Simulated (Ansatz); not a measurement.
# LaMg (Pm-3m): Grüneisen parameters, part 2 of 2

Wanted: mode Grüneisen parameters of LaMg (Pm-3m).

Ansatz 0.2.0; DFT PBEsol, scalar-relativistic, plane waves, PAW; PAW set soft_1.

So far, highest frequency on path, mesh or solved points (cm⁻¹): step 2 (the dispersion) 204; step 4 (phonons at the other volume, volume ratio 0.97) 213.

## (5) Relaxing at another volume, volume ratio 1.03

The volume is scaled by 1.03 and held; symmetry leaves nothing to relax, so this is a single point. The modes can then be followed against volume.

Contents of input.yaml:

```yaml
crystal:
  lattice:
    - [3.9470342361, 0.0, 0.0]
    - [0.0, 3.9470342361, 0.0]
    - [0.0, 0.0, 3.9470342361]
  atoms:
    - { symbol: La, position: [0.5, 0.5, 0.5] }
    - { symbol: Mg, position: [0.0, 0.0, 0.0] }
kpoints:
  mp_grid: { grid: [12, 12, 12] }
hamiltonian:
  xc: pbesol
  pseudopotentials: { kind: paw, azcp: { folder: soft_1 }, xc_functional: pbe }
scf:
  occupations: { method: methfessel_paxton, width: 0.2 }
output:
  forces: true
  stress: true
  eigenvalues: true
```

Command:

```sh
ansatz run input.yaml --threads 4 --pin off --max-ram 10240MiB --backend cpu --events-out ev --progress --plain --runs-dir out
```

The log of the run:

```text
[...]
Crystal: 2 atoms, lattice volume = 61.491 Å³
Basis set: ecut = 420 eV, 1213 PW (Γ), exchange–correlation on 54×54×54 points (8 copies of the dense FFT grid, shifted against one another)
Bands: 15, of which v1, the nominal top of the filled ones, is band 11 counted from 1 (10 counted from 0)
Symmetry: 48 space group operations
[...]
k-points: 84 of 1728
[...]
--- Band table (eV; the first three rows and the last of 84) ---
  k-point 0: bands = [... 7 lower, -7.8731, 3.6319, 7.8576, 7.8576, 10.0362, 10.0362, 10.0362, 10.1064]
  k-point 1: bands = [... 7 lower, -7.8698, 3.7294, 7.8960, 7.9125, 9.9979, 10.0324, 10.0324, 10.0943]
  k-point 2: bands = [... 7 lower, -7.8609, 4.0086, 8.0071, 8.0141, 9.9002, 10.0168, 10.0168, 10.0567]
  k-point 83: bands = [... 7 lower, -8.2397, 6.8957, 6.8957, 6.8957, 8.7197, 10.1112, 10.1112, 10.1112]
[key lines of the parts left out:]
SCF converged after 7 iterations
Free energy (F): -8073.705649 eV
Fermi energy:    8.416433 eV
P = ⅓ Tr σ = -1.0311 GPa (-10.311 kbar)
```

It took 1.4 s on 4 threads of Intel Xeon Platinum 8488C (Sapphire Rapids), shared host; peak memory 0.46 GiB.

Numbers from this step:

- pressure: -1.031 GPa
- volume per atom: 30.75 Å³

The run ends at a pressure of -1.03 GPa.

## (6) Phonons at the other volume, volume ratio 1.03

The phonons are repeated at this volume on the same meshes, so that differences come from the volume alone.

Changes to input.yaml since step 5:

```diff
@@ -16,4 +16,11 @@
 output:
-  forces: true
-  stress: true
   eigenvalues: true
+phonons:
+  method: dfpt
+  qmesh: [4, 4, 4]
+  temperatures: { t_max: 1000, t_step: 50 }
+  qpath:
+    path:
+      - [[0.0, 0.0, 0.0], [0.0, 0.5, 0.0], [0.5, 0.5, 0.0], [0.0, 0.0, 0.0], [0.5, 0.5, 0.5], [0.0, 0.5, 0.0]]
+      - [[0.5, 0.5, 0.5], [0.5, 0.5, 0.0]]
+    npoints: 10
```

The log of the run:

```text
[...]
Crystal: 2 atoms, lattice volume = 61.491 Å³
Basis set: ecut = 420 eV, 1213 PW (Γ), exchange–correlation on 54×54×54 points (8 copies of the dense FFT grid, shifted against one another)
Bands: 15, of which v1, the nominal top of the filled ones, is band 11 counted from 1 (10 counted from 0)
Symmetry: 48 space group operations
k-points: 84 of 1728
[...]
k-point 83: bands = [... 7 lower, -8.2399, 6.8957, 6.8957, 6.8957, 8.7197, 10.1111, 10.1111, 10.1111]
[...]
ASR residual: 2.387e-5 → 0.000e0 eV/Å²; symmetrization residual: 2.667e-6 eV/Å²
  ASR residual per site (eV/Å²): 2.39e-5 1.81e-5
  Γ frequencies (cm⁻¹): 0.00 0.00 0.00 196.01 196.01 196.01
--- Phonons (arbitrary-q DFPT): 10 irreducible q on the 4×4×4 mesh ---
[...]
interpolated dispersion: 62 rows × 6 modes
[...]
[key lines of the parts left out:]
SCF converged after 10 iterations
Free energy (F): -8073.705649 eV
Fermi energy:    8.416400 eV
```

Elapsed: 7.2 min, on 4 threads; peak memory 2.7 GiB.

Read from the output:

| Property | Result |
| --- | --- |
| sum-rule residual before enforcement | 2.39e-5 eV/Å² |
| highest frequency on path, mesh or solved points | 196.0 cm⁻¹ |
| mean frequency | 125 cm⁻¹ |
| Debye temperature (second moment) | 257 K |
| logarithmic mean frequency | 108.8 cm⁻¹ |
| highest optical mode at the zone centre (no LO-TO term) | 196.0 cm⁻¹ |
| lowest optical zone-centre mode | 196.0 cm⁻¹ |
| lowest mode on the q mesh (acoustic modes at Γ apart) | 32.12 cm⁻¹ |
| zero-point energy per atom | 23.25 meV |
| heat capacity at 300 K | 24.05 J/(mol atoms K) |
| vibrational entropy at 300 K | 41.61 J/(mol atoms K) |
| edges of the widest gap between branches, on path and mesh | 109.3, 161.1 cm⁻¹ |

Frequencies (cm⁻¹) solved at each irreducible wavevector; negative means imaginary. Frequencies by wavevector, by row:

```tsv
q in reciprocal lattice units	star	mode 1	mode 2	mode 3	mode 4	mode 5	mode 6
0 0 0	1	0	0	0	196	196	196
0 0 0.25	6	56.4	57	57	184.6	193.3	193.3
0 0 -0.5	3	75.7	83.7	83.7	161.1	188.5	188.5
0 0.25 0.25	12	32.1	65.1	82.7	176.3	186.1	192.9
0 0.25 -0.5	12	59.4	66.8	76	168.1	182.3	192.3
0 -0.5 -0.5	3	36.1	36.1	70.8	179.3	179.3	195.4
0.25 0.25 0.25	8	67.6	67.6	71.3	179.4	184.3	184.3
0.25 0.25 -0.5	12	56.7	74	91.1	172.6	182	187.3
0.25 -0.5 -0.5	6	74.8	74.8	85.6	178.4	178.4	187.2
-0.5 -0.5 -0.5	1	109.3	109.3	109.3	170.8	170.8	170.8
```

The highest optical mode at the zone centre (no LO-TO term) is 196.0 cm⁻¹, -8.2 cm⁻¹ against the base run.

## (7) Grüneisen parameters

The Grüneisen parameter of a mode is minus the logarithmic change of its frequency with volume, −d ln ω / d ln V; weighted by heat capacity it gives the expansion.

This step gave:

```
bulk modulus : 37.1 GPa
```

The phonon branches at the labelled points (cm⁻¹):

```tsv
point	branch 1	branch 2	branch 3	branch 4	branch 5	branch 6
Γ	0	0	0	204	204	204
halfway	59	59	59	192	201	201
X	79	86	86	168	195	195
halfway	60	68	78	176	190	199
M	34	34	73	188	188	202
halfway	32	67	86	183	194	200
Γ	0	0	0	204	204	204
halfway	70	70	73	187	192	192
R	113	113	113	178	178	178
halfway	57	75	94	181	189	195
X	79	86	86	168	195	195
jump to R	113	113	113	178	178	178
halfway	76	76	88	187	187	194
M	34	34	73	188	188	202
```

The same for volume x 0.97:

```tsv
point	branch 1	branch 2	branch 3	branch 4	branch 5	branch 6
Γ	0	0	0	213	213	213
X	82	88	88	174	202	202
M	30	30	75	197	197	210
Γ	0	0	0	213	213	213
R	116	116	116	185	185	185
X	82	88	88	174	202	202
R	116	116	116	185	185	185
M	30	30	75	197	197	210
```

The same for volume x 1.03:

```tsv
point	branch 1	branch 2	branch 3	branch 4	branch 5	branch 6
Γ	0	0	0	196	196	196
X	76	84	84	161	188	188
M	36	36	71	179	179	195
Γ	0	0	0	196	196	196
R	109	109	109	171	171	171
X	76	84	84	161	188	188
R	109	109	109	171	171	171
M	36	36	71	179	179	195
```

The first set of phonon branches as a text plot (rows in cm⁻¹):

```
    208 |*                       ***
    199 | ************************ *****            ******    ***
    190 |   *    **************      ********     *******   *****
    182 |    **     ***  *****              *********     ***
    173 |      *  **                                 ***
    164 |       **                                      **
    155 |
    146 |
    137 |
    128 |
    120 |
    111 |                                    *****        *
    102 |                                   **   ***       *
     93 |                                  *     ** **     **
     84 |      *****       ****          ** *     **  ****  **
     75 |     ***************        ****  *        ******   ****
     66 |    *     *         * *        ***        *  *
     58 |   *       *    *    *     *  *            **        *
     49 |           **         **
     40 |  *          * *            **                        **
     31 | *            ******** *  **
     22 | *                    * *
     13 |*                      ** *
      4 |                         *
         Γ      X      M          Γ            R        X|R     M
```

Mode Grueneisen parameter -dln(w)/dln(V), modes matched by rank; at Γ the acoustic branches take the value of a neighbouring point of the path. Mode grüneisen parameters along the path, in :

```tsv
point	branch 1	branch 2	branch 3	branch 4	branch 5	branch 6
Γ	0.92	0.92	1.19	1.35	1.35	1.35
halfway	1.09	0.94	1.19	1.28	1.26	1.26
X	1.46	0.91	0.91	1.29	1.16	1.16
halfway	0.33	0.68	0.94	1.52	1.41	1.17
M	-3.14	-3.14	0.94	1.56	1.56	1.18
halfway	-0.42	0.95	1.30	1.23	1.46	1.20
Γ	0.55	0.94	1.21	1.35	1.35	1.35
halfway	0.91	0.91	0.89	1.29	1.38	1.38
R	1.05	1.05	1.05	1.34	1.34	1.34
halfway	0.38	0.58	1.11	1.57	1.25	1.39
X	1.46	0.91	0.91	1.29	1.16	1.16
jump to R	1.05	1.05	1.05	1.34	1.34	1.34
halfway	0.53	0.53	0.82	1.56	1.56	1.21
M	-3.14	-3.14	0.94	1.56	1.56	1.18
```

The mode Grüneisen parameters as a text plot (rows in , shown from -2.9 to 1.6 only):

```
   1.49 |     ****************           ****    ********* ******
   1.30 |***********       **************** ******************
   1.11 |*  * *****************      ***     **************   ***
   0.92 |**************************  *********  **    **** **  **
   0.73 |         *       *        **       *    **  * *    ***
   0.55 |          *             **      **       *** *      *
   0.36 |           *           *          *       ***
   0.17 |                      *
  -0.02 |           *    *    *
  -0.20 |            *
  -0.39 |                    *                                *
  -0.58 |
  -0.77 |            *
  -0.96 |                  **
  -1.14 |             *                                        *
  -1.33 |
  -1.52 |               * *
  -1.71 |             *
  -1.89 |
  -2.08 |
  -2.27 |                *
  -2.46 |                                                       *
  -2.65 |
  -2.83 |               *
         Γ      X      M          Γ            R        X|R     M
```

(dS/dlnV)/C_V. Thermodynamic Grueneisen parameter against temperature:

```tsv
temperature (K)	thermodynamic Grueneisen parameter
50	0.749
100	0.931
150	0.979
200	0.996
250	1.00
300	1.01
350	1.01
400	1.01
450	1.01
500	1.02
550	1.02
600	1.02
650	1.02
700	1.02
750	1.02
800	1.02
850	1.02
900	1.02
950	1.02
1000	1.02
```

Gamma C_V/(B V) at the static volume. The volume expansion by temperature:

```tsv
temperature (K)	volume expansion (1e-6/K)
50	11.9
100	25.6
150	31.6
200	34.2
250	35.5
300	36.3
350	36.8
400	37.1
450	37.3
500	37.5
550	37.6
600	37.6
650	37.8
700	37.8
750	37.9
800	37.9
850	37.9
900	37.9
950	38.0
1000	38.0
```

## (8) Summary of results

```yaml
bulk_modulus: 37.1 GPa
thermodynamic_grueneisen_parameter_at_300_k: 1.009
volume_expansion_at_300_k_estimated: 36.3 × 10⁻⁶ K⁻¹
```

By this estimate the volume grows by 36.3 × 10⁻⁶ per kelvin at 300 K. The highest optical mode at Γ goes from 213 to 196 cm⁻¹ as the cell grows, a Grüneisen parameter of 1.35. Mode parameters on the path run from -3.1 to 1.6, with a median of 1.2. Modes with negative values stiffen as the cell grows and pull against the expansion. Branches are matched by rank, so values near crossings are rough. The expansion is the Grüneisen estimate at the static volume, with the static bulk modulus. With no gap, or one that is small against the smearing, the frequencies hang on the k mesh and the smearing, most of all near Kohn anomalies. The phonon runs are without spin polarisation, although the cell has an odd electron count. Spin-orbit coupling is left out, which can matter for the heavy elements here. The PAW files were made for PBE and serve the other functionals too. A phonon run warned that its eigensolver left some bands unconverged in a pass.

[Long decimals in the printed logs are rounded to 6 places.]

[Logs are printed without paths, hosts, clocks, repeated set-up lines and the standing remarks that a program may print on its own settings, such as how far it seeks lower states.]

[Hosts, paths, dates, database ids (printed as entryN), source tags and the programs' standing remarks are cut or masked in the printed files.]

[Where the starting crystal was built by hand or by swapping elements, it need not be the compound's stable phase.]
